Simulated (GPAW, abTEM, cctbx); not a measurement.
# BaZn6Si: the scripts behind a bonding study

Short scripts, each with its output. The start was made by putting kin elements into a known structure type; the compound need not exist, or be stable, in this form.

## 1. Build the all-electron density and subtract free atoms

```text
cell
1.0
     4.255753520    0.000000000    0.000000000
     0.000000000   -5.203770480    0.000000000
     0.000000000    2.601885240   -7.912921525
Ba Zn Si
1 6 1
Direct
0.500000000 0.792309540 0.584619080
0.000000000 0.132299700 0.264599400
0.000000000 0.621259660 0.242519320
0.000000000 0.715288850 0.900623220
0.000000000 0.185334370 0.900623220
0.500000000 0.825205650 0.142639740
0.500000000 0.317434090 0.142639740
0.500000000 0.428670160 0.857340320
```

```python
import numpy as np
from ase.io import read
from ase.units import Bohr
from gpaw import GPAW, PW, FermiDirac
from gpaw.calculator import GPAW as OldGPAW
from gpaw.mpi import serial_comm, world
from scipy.special import erfc
from scipy.spatial import cKDTree

atoms = read("cell.vasp")
atoms.calc = GPAW(mode=PW(450), xc="PBE", kpts={"size": (6, 5, 5), "gamma": True},
                 occupations=FermiDirac(0.1), maxiter=120, symmetry={"tolerance": 1e-5}, txt="scf.txt")
atoms.get_potential_energy()
rho = atoms.calc.get_all_electron_density(gridrefinement=2)
moments = atoms.get_magnetic_moments() if atoms.calc.get_number_of_spins() == 2 else np.zeros(len(atoms))
total = atoms.get_magnetic_moment() if moments.any() else 0.0
if world.rank == 0:
    free = OldGPAW(mode=PW(450), xc="PBE", txt=None, communicator=serial_comm)
    neutral = atoms.copy()
    neutral.set_initial_magnetic_moments(None)
    free.initialize(neutral)
    free.set_positions(neutral)
    drho = rho - free.get_all_electron_density(gridrefinement=2)
    # GPAW starts from confined atoms: exchange their smooth part for that of the datasets' free atoms
    h = np.stack(np.meshgrid(*[np.fft.fftfreq(n, 1 / n) for n in drho.shape], indexing="ij"), -1)
    gabs = np.linalg.norm(h @ atoms.cell.reciprocal(), axis=-1)
    tails = np.fft.fftn(free.get_pseudo_density(gridrefinement=2))
    g, form, v0 = np.linspace(0, gabs.max(), 1500), {}, 0
    for e in set(atoms.symbols):
        idx = atoms.symbols.search(e)
        d = free.setups[idx[0]].data
        r, w = d.rgd.r_g * Bohr, d.rgd.r_g**2 * d.rgd.dr_g
        j0 = np.sinc(2 * g[:, None] * r)
        smooth = sum(f * p**2 for f, p in zip(d.f_j, d.phit_jg)) + np.sqrt(4 * np.pi) * d.nct_g
        full = sum(f * p**2 for f, p in zip(d.f_j, d.phi_jg)) + np.sqrt(4 * np.pi) * d.nc_g
        phase = sum(np.exp(-2j * np.pi * h @ s) for s in atoms.get_scaled_positions()[idx])
        tails -= np.interp(gabs, g, j0 @ (smooth * w)) * phase * drho.size / atoms.get_volume()
        form[e] = j0 @ (full * w)
        v0 += 2 * np.pi / 3 * 14.3996 * (full * w * r**2).sum() * len(idx)  # V A^3
    tails *= 0.5 * erfc((gabs - 1.8) / 0.25)  # the tails differ at long wavelengths alone
    drho += np.fft.ifftn(tails).real  # crystal minus superposed spherical free atoms
    np.save("drho.npy", drho)
    dv = atoms.get_volume() / drho.size
    print("grid", drho.shape, " electrons %.3f" % (rho.sum() * dv), " moved by bonding %.3f e" % (abs(drho).sum() * dv / 2))
    pts = np.indices(drho.shape).reshape(3, -1).T / drho.shape @ atoms.cell
    shifts = (np.indices((3, 3, 3)).reshape(3, -1).T - 1) @ atoms.cell
    images = (atoms.positions[None] + shifts[:, None]).reshape(-1, 3)
    dist, idx = cKDTree(images).query(pts, k=4)
    out = drho.ravel()[dist[:, 0] > 0.5]
    print("deformation density beyond 0.5 A of the nuclei: max %.3f, min %.3f e/A^3" % (out.max(), out.min()))
    tie = dist < dist[:, :1] + 1e-4
    q = -np.bincount((idx % len(atoms))[tie], (drho.ravel()[:, None] / tie.sum(1, keepdims=True) * tie)[tie], len(atoms)) * dv
    print("atom        x       y       z   Voronoi charge  moment")
    for a, s, c, m in zip(atoms, atoms.get_scaled_positions(), q, moments):
        print("%-2s%-3d %7.4f %7.4f %7.4f %10.3f %10.2f" % (a.symbol, a.index + 1, *s, c, m))
    np.savez("free.npz", g=g, **form)
    print("mean inner potential of superposed free atoms %.3f V" % (v0 / atoms.get_volume()))
    print("total magnetic moment %.3f muB" % total)
```

```console
$ OMP_NUM_THREADS=1 mpirun -n 4 gpaw python run.py > gpaw.log
```

```text
gpts.py:43: UserWarning: Initial realspace grid (21,27,42) inconsistent with symmetries.
gpts.py:43: UserWarning: Initial realspace grid (21,27,42) inconsistent with symmetries.
gpts.py:43: UserWarning: Initial realspace grid (21,27,42) inconsistent with symmetries.
gpts.py:43: UserWarning: Initial realspace grid (21,27,42) inconsistent with symmetries.
gpts.py:70: UserWarning: Using symmetrized grid: (21,42,42).
gpts.py:70: UserWarning: Using symmetrized grid: (21,42,42).
gpts.py:70: UserWarning: Using symmetrized grid: (21,42,42).
gpts.py:70: UserWarning: Using symmetrized grid: (21,42,42).
grid (42, 84, 84)  electrons 250.000  moved by bonding 1.411 e
deformation density beyond 0.5 A of the nuclei: max 0.067, min -0.081 e/A^3
atom        x       y       z   Voronoi charge  moment
Ba1    0.5000  0.7923  0.5846      0.068       0.00
Zn2    0.0000  0.1323  0.2646      0.048       0.00
Zn3    0.0000  0.6213  0.2425     -0.022       0.00
Zn4    0.0000  0.7153  0.9006      0.065       0.00
Zn5    0.0000  0.1853  0.9006      0.065       0.00
Zn6    0.5000  0.8252  0.1426      0.020       0.00
Zn7    0.5000  0.3174  0.1426      0.020       0.00
Si8    0.5000  0.4287  0.8573     -0.263       0.00
mean inner potential of superposed free atoms 15.786 V
total magnetic moment 0.000 muB
```

Time: 48 s on 4 cores of AMD EPYC 9R14 (Zen 4) (shared host), peak memory 1.1 GiB.

## 2. Fourier-transform the difference

```python
from cctbx import adptbx, crystal, miller, xray
from cctbx.eltbx import tiny_pse
import numpy as np

cs = crystal.symmetry(unit_cell=(4.2558, 5.2038, 15.8258, 90, 90, 90), space_group_symbol='Hall: A 2 -2')  # Amm2
atoms = [  # label, site, U (iso, or U11 U22 U33 U12 U13 U23 in A^2), occupancy
    ("Ba1", (0.5, 0, 0.20769), 0.0000, 1),
    ("Zn1", (0, 0.5, 0.3677), 0.0000, 1),
    ("Zn2", (0, 0, 0.37874), 0.0000, 1),
    ("Zn3", (0, 0.23502, 0.04969), 0.0000, 1),
    ("Zn4", (0.5, 0.74611, 0.42868), 0.0000, 1),
    ("Si1", (0.5, 0.5, 0.07133), 0.0000, 1),
]
xs = xray.structure(crystal_symmetry=cs)
for label, site, u, occ in atoms:
    u = adptbx.u_cif_as_u_star(cs.unit_cell(), u) if isinstance(u, tuple) else u
    xs.add_scatterer(xray.scatterer(label, site=site, u=u, occupancy=occ))
xs.scattering_type_registry(table="wk1995")
drho = np.load("drho.npy")
T = np.array([[1, 0, 0], [0, -1, 0], [0, -1, -2]])  # conventional axes in terms of the primitive ones
dF = np.fft.ifftn(drho) * 350.47856  # electrons a conventional cell, indexed by primitive hkl
ms = miller.build_set(cs, anomalous_flag=False, d_min=0.9).sort("resolution")
iam = ms.structure_factors_from_scatterers(xs, algorithm="direct").f_calc()
p1 = xs.expand_to_p1()
z = np.array([tiny_pse.table(sc.scattering_type).atomic_number() for sc in p1.scatterers()])
x = np.array(p1.sites_frac())
free = np.load("free.npz")
print("static structure factors of the conventional cell: F in electrons, V (Mott-Bethe) in volts")
print("   h  k  l      d  |F| table  |F| free   |F| DFT   change   |V| free  |V| DFT  change %")
for h, d, table in list(zip(ms.indices(), ms.d_spacings().data(), iam.data()))[:16]:
    df = dF[tuple(np.rint(np.linalg.solve(T, h)).astype(int))]
    phase = np.exp(2j * np.pi * x @ h)
    f = sum(np.interp(1 / d, free["g"], free[sc.scattering_type]) * p for sc, p in zip(p1.scatterers(), phase))
    fz = (z * phase).sum()
    c = 14.3996 * d * d / (np.pi * cs.unit_cell().volume())
    v0, v1 = abs(fz - f) * c, abs(fz - f - df) * c
    print("%4d%3d%3d %7.4f %9.3f %9.3f %9.3f %8.3f %9.3f %8.3f %8s" % (h + (d, abs(table), abs(f), abs(f + df), abs(f + df) - abs(f), v0, v1, "%.1f" % (100 * (v1 / v0 - 1)) if v0 > 0.02 else "-")))
```

```console
$ python run.py
```

```text
static structure factors of the conventional cell: F in electrons, V (Mott-Bethe) in volts
   h  k  l      d  |F| table  |F| free   |F| DFT   change   |V| free  |V| DFT  change %
   0  0  2  7.9129   109.260   109.215   109.002   -0.213     1.775    1.884      6.2
   0  1  1  4.9434    88.564    88.697    88.889    0.192     2.475    2.405     -2.8
   1  0  0  4.2558    13.942    14.038    14.759    0.720     1.412    1.241    -12.1
   0  0  4  3.9564    82.002    82.024    81.998   -0.026     1.698    1.709      0.6
   1  0  2  3.7481    92.203    92.243    92.203   -0.040     2.337    2.329     -0.3
   0  1  3  3.7047   107.651   107.757   107.959    0.203     3.235    3.195     -1.2
   1  1  1  3.2252    80.905    80.896    80.827   -0.069     1.824    1.827      0.1
   1  0  4  2.8977   274.122   273.794   273.259   -0.535     5.459    5.517      1.1
   1  1  3  2.7943   122.262   122.293   122.476    0.183     3.021    3.003     -0.6
   0  1  5  2.7042   114.994   114.994   114.712   -0.282     2.653    2.679      1.0
   0  0  6  2.6376   277.306   276.913   276.347   -0.566     5.940    5.992      0.9
   0  2  0  2.6019    13.442    13.750    14.223    0.473     0.754    0.712     -5.6
   0  2  2  2.4717   204.914   204.444   203.814   -0.631     3.869    3.917      1.2
   1  1  5  2.2824    83.583    83.682    83.727    0.045     1.871    1.869     -0.1
   1  0  6  2.2420   149.307   148.271   147.442   -0.829     2.757    2.811      1.9
   1  2  0  2.2199     9.398     9.906    10.226    0.319     0.523    0.503     -3.9
```

Time: 0.25 s on 1 core of AMD EPYC 9R14 (Zen 4) (shared host), peak memory 0.09 GiB.

## 3. Propagate a plane wave with and without the bonding term

```python
import abtem
import numpy as np
from ase.build import make_supercell
from ase.io import read

abtem.config.set({"dask.lazy": False, "fft": "fftw", "diagnostics.progress_bar": False})
M = [[1, 0, 0], [0, -1, 0], [0, -1, -2]]  # rows: x, y and beam direction in the primitive cell's axes
unit = make_supercell(read("cell.vasp"), M)
unit.set_cell(list(unit.cell.lengths()) + [90, 90, 90], scale_atoms=True)
unit.positions[:, 2] += 0.5663  # keeps atomic planes off the slice boundaries
unit.wrap()
slab = unit * (2, 2, 24)
print(slab.get_chemical_formula(), "| box %.2f x %.2f x %.2f A" % tuple(slab.cell.lengths()))

# change of the potential by bonding, from the DFT deformation density (Poisson's equation term by term)
drho = np.load("drho.npy")
prim = read("cell.vasp")
h = np.stack(np.meshgrid(*[np.fft.fftfreq(n, 1 / n) for n in drho.shape], indexing="ij"), -1).reshape(-1, 3).astype(int)
g2 = ((h @ prim.cell.reciprocal()) ** 2).sum(1)
keep = (g2 > 0) & (g2 < 2.5**2)
shape = (122, 149, 98)
vg = np.zeros(shape, complex)
hm = h[keep] @ np.array(M).T
move = np.exp(-2j * np.pi * hm[:, 2] * (0.5663 / unit.cell[2, 2] - 0.5 / shape[2]))  # the same shift, sampled at mid-points
vg[tuple(hm.T % np.array(shape)[:, None])] = -14.3996 / np.pi * (np.fft.fftn(drho).ravel() / drho.size)[keep] / g2[keep] * move
dV = np.fft.ifftn(vg).real * vg.size
dV = dV.reshape(122, 149, 14, 7).mean(3) * unit.cell[2, 2] / 14  # V A, projected in each slice
dV = np.tile(dV.transpose(2, 0, 1), (24, 2, 2))


def build(atoms):
    p = abtem.Potential(atoms, gpts=(244, 298), slice_thickness=[slab.cell[2, 2] / 336] * 336,
                        parametrization="lobato", projection="infinite", exit_planes=28).build()
    p.array[:] += BONDING * dV
    return p


sigmas = {'Ba': 0.055, 'Zn': 0.062, 'Si': 0.07}  # r.m.s. displacement along each axis, A
u = np.array([sigmas[s] for s in slab.symbols])[:, None]
rng = np.random.default_rng(551)


def potentials():
    for _ in range(3):  # frozen phonons, one configuration at a time
        atoms = slab.copy()
        atoms.positions += u * rng.standard_normal((len(atoms), 3))
        atoms.wrap()
        yield build(atoms)


for label, BONDING in (("IAM", 0.0), ("DFT", 1.0)):
    print("=====", label)
    rng = np.random.default_rng(551)  # the same displacements for both
    potential = build(slab)
    print("grid", potential.gpts, "slices", potential.num_slices)
    thickness = potential.exit_thicknesses
    wave = abtem.PlaneWave(energy=200000)
    dp = np.mean([wave.multislice(p).diffraction_patterns(max_angle="valid").array for p in potentials()], axis=0)
    hkl = [(0, 0, 0), (1, 0, 0), (0, 2, 0), (1, 2, 0), (2, 0, 0), (2, 2, 0), (3, 0, 0)]
    nx, ny = dp.shape[-2:]
    print("intensity of each beam, fraction of the incident wave")
    print("  t (A)" + "".join("%9s" % " ".join(map(str, h)) for h in hkl) + "  diffuse    total")
    grid = np.zeros((nx, ny), bool)
    grid[nx // 2 % 2::2, ny // 2 % 2::2] = True
    for t, a in list(zip(thickness, dp))[1:]:
        idx = [np.rint(np.array(M) @ np.linalg.solve([[1, 0, 0], [0, -1, 0], [0, -1, -2]], h)).astype(int) for h in hkl]
        print("%7.1f" % t + "".join("%9.5f" % a[nx // 2 + i[0] * 2, ny // 2 + i[1] * 2] for i in idx) + "%9.4f%9.4f" % (a[~grid].sum(), a.sum()))
```

```console
$ python run.py
```

```text
Ba192Si192Zn1152 | box 8.51 x 10.41 x 379.82 A
===== IAM
grid (244, 298) slices 336
intensity of each beam, fraction of the incident wave
  t (A)    0 0 0    1 0 0    0 2 0    1 2 0    2 0 0    2 2 0    3 0 0  diffuse    total
   31.7  0.87490  0.00093  0.00029  0.00009  0.02646  0.00010  0.00017   0.0106   0.9994
   63.3  0.62491  0.00340  0.00117  0.00018  0.10512  0.00057  0.00106   0.0337   0.9980
   95.0  0.38219  0.00832  0.00304  0.00092  0.20151  0.00157  0.00227   0.0624   0.9961
  126.6  0.20938  0.01846  0.00621  0.00195  0.25074  0.00267  0.00302   0.0937   0.9940
  158.3  0.14067  0.03128  0.01088  0.00303  0.22831  0.00305  0.00197   0.1301   0.9914
  189.9  0.17854  0.04315  0.01696  0.00316  0.15396  0.00232  0.00092   0.1655   0.9889
  221.6  0.27961  0.05337  0.02215  0.00398  0.07633  0.00260  0.00356   0.1946   0.9869
  253.2  0.37185  0.06126  0.02343  0.00534  0.02871  0.00304  0.00462   0.2132   0.9855
  284.9  0.38040  0.06586  0.02088  0.00632  0.01382  0.00412  0.00223   0.2240   0.9845
  316.5  0.30711  0.06673  0.01613  0.00672  0.02979  0.00525  0.00364   0.2411   0.9830
  348.2  0.20552  0.06812  0.01318  0.00839  0.06740  0.00573  0.01008   0.2580   0.9812
  379.8  0.11482  0.07427  0.01211  0.00887  0.09419  0.00508  0.01016   0.2791   0.9796
===== DFT
grid (244, 298) slices 336
intensity of each beam, fraction of the incident wave
  t (A)    0 0 0    1 0 0    0 2 0    1 2 0    2 0 0    2 2 0    3 0 0  diffuse    total
   31.7  0.87427  0.00073  0.00027  0.00008  0.02708  0.00010  0.00015   0.0106   0.9994
   63.3  0.62228  0.00274  0.00109  0.00016  0.10730  0.00054  0.00089   0.0338   0.9980
   95.0  0.37779  0.00684  0.00293  0.00083  0.20556  0.00146  0.00183   0.0626   0.9961
  126.6  0.20665  0.01532  0.00604  0.00177  0.25614  0.00246  0.00244   0.0940   0.9940
  158.3  0.14430  0.02603  0.01053  0.00274  0.23319  0.00282  0.00166   0.1303   0.9914
  189.9  0.19189  0.03611  0.01625  0.00276  0.15611  0.00222  0.00089   0.1656   0.9889
  221.6  0.30340  0.04497  0.02110  0.00342  0.07553  0.00267  0.00312   0.1943   0.9870
  253.2  0.40296  0.05205  0.02243  0.00459  0.02640  0.00316  0.00391   0.2120   0.9856
  284.9  0.41117  0.05665  0.02029  0.00548  0.01174  0.00408  0.00196   0.2221   0.9846
  316.5  0.32993  0.05830  0.01614  0.00575  0.03025  0.00508  0.00331   0.2386   0.9832
  348.2  0.21684  0.06066  0.01364  0.00719  0.07297  0.00554  0.00878   0.2553   0.9814
  379.8  0.11505  0.06758  0.01269  0.00761  0.10446  0.00496  0.00869   0.2765   0.9798
```

Time: 32 s.

[Outputs are excerpts: Python notices, other lines and further rows are left out; steps that failed or that the build refused (PBEsol, TPSS) are not shown.]

[Logs are printed without paths, hosts, clocks, repeated set-up lines and the standing remarks that a program may print on its own settings, such as how far it seeks lower states.]
